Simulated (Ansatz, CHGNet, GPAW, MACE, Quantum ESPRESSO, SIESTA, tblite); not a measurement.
# tblite on random packing of 71HfO2-29Hf3N4 (mol %) (71 atoms): settings against a plane-wave reference

Aim: run random packing of 71HfO2-29Hf3N4 (mol %) (71 atoms) in tblite and see how near its forces come to a plane-wave reference, and at what cost.

Program: tblite 0.8.0. Level of theory: the method is named at each step. Results are calculated unless marked as measured.

## (1) The starting structure

The cell holds 71 atoms: 27 Hf, 24 O and 20 N. Cell: a = 9.912 Å, b = 9.912 Å, c = 9.912 Å, α = 90.0°, β = 90.0°, γ = 90.0°. 71 atoms (27 Hf, 24 O, 20 N) packed at random in a cube at 9.35 g/cm³ and pushed apart as soft spheres, cations and anions kept from their own kind; a start for melting by ab initio MD, not an equilibrated structure. Then every atom was moved at random, 0.02 Å r.m.s. a Cartesian component.

The yardstick, on the same geometry:

| Item | Value |
| --- | --- |
| method | Kohn-Sham DFT, PBE, PAW, plane waves (Ansatz 0.2.0); cutoff 420 eV, Γ point, fermi-dirac smearing of 0.05 eV; PAW set soft_2 |
| r.m.s. force component | 2.336 eV/Å |
| longest force | 8.89 eV/Å |
| pressure | -12.6 GPa |
| SCF cycles | 12 |
| time | 30 s on 4 threads of Arm Neoverse V1, shared host |
| CPU time | 1.9 min |

## (2) GFN1-xTB

Method: GFN1-xTB tight binding, diagonalisation.

run.py reads:

```python
import numpy as np
from ase.io import read
from tblite.ase import TBLite

atoms = read("structure.xyz")
atoms.calc = TBLite(method="GFN1-xTB", electronic_temperature=580, accuracy=1.0, max_iterations=250, mixer_damping=0.4, verbosity=1)
energy = atoms.get_potential_energy()
forces = atoms.get_forces()
print(f"energy {energy:.6f} eV")
print("forces (eV/A)")
for i, (a, f) in enumerate(zip(atoms, forces)):
    print(f"{i:4d} {a.symbol:2s} {f[0]:10.5f} {f[1]:10.5f} {f[2]:10.5f}")
stress = -atoms.get_stress(voigt=False) * 160.21766
print("stress (GPa, compression positive)")
for row in stress:
    print(" ".join(f"{x:10.4f}" for x in row))
print("charges (e)")
print(np.array2string(atoms.get_charges(), precision=4, suppress_small=True, max_line_width=110, threshold=100000))
```

structure.xyz reads:

```xyz
71
Lattice="9.91160 0.00000 0.00000 0.00000 9.91160 0.00000 0.00000 0.00000 9.91160" Properties=species:S:1:pos:R:3 pbc="T T T"
Hf 3.99576 2.82183 3.09965
Hf 3.18212 9.66579 0.80859
Hf 3.35458 0.40717 7.24151
Hf 5.77341 6.36929 7.15211
Hf 8.14159 7.65582 1.05182
Hf 3.27341 5.64951 7.75424
Hf 8.81131 7.18591 6.81958
Hf 9.00419 2.88319 3.28342
Hf 4.93072 0.04183 4.86679
Hf 7.55155 2.44579 6.46127
Hf 9.16734 9.83092 7.32913
Hf 5.04659 5.75398 2.50754
Hf 3.42168 7.60963 3.55747
Hf 6.51797 3.52328 2.55115
Hf 1.27612 1.39496 8.55579
Hf 2.71865 2.40911 0.76636
Hf 6.06778 8.87663 9.81288
Hf 5.40093 0.33927 2.22595
Hf 2.88467 2.34816 5.45247
Hf 2.35579 7.41645 9.53625
Hf 5.92327 3.24645 8.43884
Hf 3.10937 7.87506 6.26383
Hf 8.30880 3.41861 0.53770
Hf 7.89300 4.83428 7.70587
Hf 0.35028 5.99949 0.76904
Hf 9.21828 0.26286 3.26448
Hf 0.95915 8.20244 4.30946
O 7.83343 1.11833 1.39922
O 0.91831 3.40424 4.77739
O 8.62735 9.65737 9.74697
O 8.33298 5.39568 1.99729
O 4.16674 5.51828 5.42769
O 8.57710 8.67721 4.95045
O 7.23646 0.58637 5.00952
O 1.94347 6.17780 4.96809
O 0.74248 3.66709 0.76012
O 6.06808 2.49019 4.61306
O 8.13217 4.89296 4.23493
O 3.70733 2.41427 8.50584
O 6.53997 6.39586 4.24157
O 9.76233 3.01293 7.10592
O 5.49182 1.38782 6.91641
O 1.88073 0.11716 5.45881
O 4.27824 3.75075 6.77884
O 1.57644 7.44510 2.17114
O 6.57208 1.25659 9.52049
O 0.89769 9.45150 0.20220
O 1.12001 6.66862 7.53044
O 3.28411 0.06056 3.18916
O 6.96617 6.81819 9.11956
O 9.55637 7.52687 9.01272
N 0.53850 5.03133 2.96595
N 5.08534 2.37908 1.00454
N 8.67295 1.80778 8.73440
N 1.10197 1.55057 2.29414
N 6.38049 4.84301 0.21984
[... 11 atom lines left out ...]
N 0.19902 4.72268 8.63935
N 9.89257 5.28952 5.70730
N 9.45309 1.39516 5.43631
N 6.87042 8.79367 3.46529
```

Started as:

```
OMP_NUM_THREADS=1 python run.py > output.txt
```

The log of the run:

```text
------------------------------------------------------------
  cycle        total energy    energy error   density error
------------------------------------------------------------
      1     -126.4838302515  -1.2733814E+02   1.6120060E+00
      2     -31.10809328349   9.5375737E+01   3.7007054E+00
      3     -109.6190931834  -7.8511000E+01   2.0423954E+00
      4     -145.9233701282  -3.6304277E+01   1.2838794E+00
      5     -167.0754581423  -2.1152088E+01   1.0664626E+00
      6     -167.9438169402  -8.6835880E-01   9.5209395E-01
      7     -192.8269175688  -2.4883101E+01   6.3809481E-01
      8     -188.5078828833   4.3190347E+00   6.0994461E-01
      9     -193.6665274215  -5.1586445E+00   6.1467966E-01
     10     -196.3222390397  -2.6557116E+00   5.7458102E-01
     11     -191.7924643139   4.5297747E+00   6.3185814E-01
     12     -198.6538231633  -6.8613588E+00   3.5615853E-01
     13     -197.5429388206   1.1108843E+00   3.7851586E-01
     14     -202.2696276125  -4.7266888E+00   2.3742676E-01
     15     -201.3347309172   9.3489670E-01   2.6179735E-01
     16     -202.1674952331  -8.3276432E-01   1.9582164E-01
     17     -202.6300250346  -4.6252980E-01   1.7646850E-01
     18     -203.0675169178  -4.3749188E-01   1.3471442E-01
     19     -202.4954496658   5.7206725E-01   1.6253089E-01
     20     -203.4927157737  -9.9726611E-01   8.9719047E-02
     21     -203.5502543913  -5.7538618E-02   7.6038845E-02
     22     -203.6753599536  -1.2510556E-01   5.2247608E-02
     23     -203.6933159890  -1.7956035E-02   4.2928502E-02
     24     -203.7338827270  -4.0566738E-02   2.5445194E-02
[...]
39     -203.7596741530  -1.3758949E-06   2.0917101E-04
     40     -203.7596748133  -6.6028181E-07   1.5036138E-04
     41     -203.7596751743  -3.6103791E-07   1.0778083E-04
     42     -203.7596753409  -1.6652407E-07   7.5141837E-05
     43     -203.7596754672  -1.2635948E-07   4.8990844E-05
     44     -203.7596754964  -2.9198787E-08   3.5667122E-05
     45     -203.7596755104  -1.3985272E-08   2.7104193E-05
     46     -203.7596755290  -1.8647711E-08   1.5230909E-05
------------------------------------------------------------
 total:                                   4.440 sec
energy -5544.583187 eV
forces (eV/A)
   0 Hf   -1.40643    3.07218    0.39599
   1 Hf   -3.38147   -2.13607    0.62440
   2 Hf    6.55583    0.71240    4.73444
   3 Hf    1.60357    5.24139   -4.19543
   4 Hf    1.52858    0.70750    3.21126
   5 Hf   -4.20721  -12.68799   -0.62341
   6 Hf    2.82354    0.03265   -3.86949
   7 Hf    8.24938    8.20571    5.57547
   8 Hf    4.11690   -0.62829    4.31086
   9 Hf    2.52463   -6.94586   -8.10348
  10 Hf   -2.63476    3.16601    0.62497
  11 Hf    0.71045    2.14672   -1.39684
  12 Hf    2.74502   -0.65526   -4.40138
  13 Hf   -0.43511   -0.70591    1.73518
  14 Hf   -6.50031    3.54379    2.06202
  15 Hf   -2.71995    7.28712   -1.89195
  16 Hf   -2.32639    2.21998   -7.25154
  17 Hf    6.03754    1.64976   -0.37206
  18 Hf   -6.61526    6.12127    3.35751
  19 Hf   -1.30473    1.86882   -1.00695
  20 Hf  -11.21549   -4.37627    6.79978
  21 Hf   -1.27933   -2.75011   -0.42240
  22 Hf    3.69012   -0.88138   -5.54730
  23 Hf   10.45876    0.16418    2.13992
[...]
63 N     1.22232    1.58150   -0.77818
  64 N     0.38481   -0.48819   -1.51446
  65 N    -1.61830   -0.40320    2.24741
  66 N    -0.46667    1.46324    1.06376
  67 N    -1.57635    1.04006    0.94166
  68 N    -1.58627    1.17477   -0.09235
  69 N    -1.21866   -0.40487   -0.07137
  70 N    -1.76936    1.43974   -2.49083
stress (GPa, compression positive)
   25.4637    -5.2955    -6.9117
   -5.2955    29.8079     1.1963
   -6.9117     1.1963    19.7091
charges (e)
[ 0.5968  0.6252  0.6996  0.7981  0.9419  0.8766  0.902   0.8957  0.7347  0.9593  0.9437  0.8277  0.7598
  0.7045  0.8169  0.7617  0.8788  0.6325  0.898   0.8206  0.8945  0.6223  0.8375  0.6149  0.9664  0.9004
  0.8887 -0.6046 -0.5292 -0.5059 -0.5972 -0.5971 -0.5383 -0.5632 -0.5243 -0.6292 -0.6306 -0.4661 -0.6363
 -0.5136 -0.5531 -0.5903 -0.7317 -0.541  -0.6724 -0.5581 -0.603  -0.6012 -0.7408 -0.6656 -0.5995 -0.1025
 -0.6302 -0.3308 -0.5424 -0.5548 -0.4255 -0.2862 -0.3339 -0.4509 -0.1892 -0.6602 -0.5575 -0.2239 -0.2859
 -0.2755 -0.6627 -0.3293 -0.0447 -0.3901 -0.3301]
```

The job ended after 5.2 s (1 thread of Arm Neoverse V1, shared host; peak memory 0.12 GiB).

Banners, paths, timers and routine set-up lines are dropped from the logs unmarked, and long logs keep their key lines alone; longer cuts are marked.

Numbers from this run, and their distance from the reference:

- r.m.s. force component: 2.974 eV/Å
- r.m.s. difference of force components: 1226 meV/Å
- longest difference of force vectors: 5117 meV/Å
- force difference over r.m.s. force: 52.48 %
- slope of forces against the reference's: 1.173
- correlation of force components: 0.9212
- pressure: 24.99 GPa
- pressure difference: 37.59 GPa

Length of the force difference by element (eV/Å):

```
element  atoms  mean  most
     Hf     27   2.9   5.1
      N     20   1.1   1.9
      O     24  0.90   1.9
```

The surroundings of O46, which has 2 bonded neighbours where the commonest count for O is 4, nearest first, numbered as they follow in the input and with coordinates relative to it.

```
atom      x      y      z  distance (Å)  bonds  Mulliken charge (e)      Fx     Fy  Fz (eV/Å)
 O46   0.00   0.00   0.00          0.00      2                -0.56   -1.98   0.37      -2.17
 O28   1.26  -0.14   1.79          2.19      4                -0.60    0.66   1.60       4.80
 N54   2.10   0.55  -0.79          2.31      4                -0.33    0.92   0.41      -0.91
 N53  -1.49   1.12   1.40          2.33      5                -0.63   -1.15   0.21       3.00
Hf21  -0.65   1.99  -1.08          2.36      6                 0.89  -11.22  -4.38       6.80
Hf17  -0.50  -2.29   0.29          2.36      6                 0.88   -2.33   2.22      -7.25
 N58   0.24  -1.58  -1.90          2.48      2                -0.29    1.47  -1.62      -0.31
 O30   2.06  -1.51   0.23          2.56      3                -0.51   -1.42  -2.16      -0.94
 O42  -1.08   0.13  -2.60          2.82      4                -0.59   -0.40  -0.39      -0.22
Hf23   1.74   2.16   0.93          2.92      6                 0.84    3.69  -0.88      -5.55
Hf18  -1.17  -0.92   2.62          3.01      5                 0.63    6.04   1.65      -0.37
```

Atoms are counted from 1 here, from 0 in the log.

Forces lie 52 % from the reference's, at 0.045 times its CPU time (on 1 against 4 cores).

The difference per atom is largest on Hf (2.9 eV/Å on average, against 1.1 on N).

## (3) What came out

* force difference from the reference: tblite GFN1-xTB, 52 %
* its CPU time: 5.2 s

What this shows: Tight binding differs by 52 % (tblite GFN1-xTB); it is another model, with fitted parameters of its own, and the xTB methods hold dispersion. One electronic-structure run takes under half the reference's CPU time: tblite GFN1-xTB, at 52 % in 5.2 s against 1.9 min; its pressure misses by +37.6 GPa. Periodic xTB results under one method name differ between programs and library versions. The reference's stress is far from hydrostatic: its diagonal is -12.8, -9.0, -16.0 GPa, compression counted positive. The reference's pressure of -13 GPa belongs to a cell and atoms that aren't relaxed at this level. The electronic-structure runs sample only Γ, in a cell whose shortest periodic width is 10 Å, which is coarse for a cell with partly filled levels. Spin–orbit coupling is left out, which matters for the levels of the heavy elements.

[Also dropped from logs without a mark: logging warnings of Python, and SIESTA's first energy breakdown and zero terms.]

[Logs are printed without paths, hosts, clocks, repeated set-up lines and the standing remarks that a program may print on its own settings, such as how far it seeks lower states.]

[Hosts, paths, dates, database ids (printed as entryN), source tags and the programs' standing remarks are cut or masked in the printed files.]
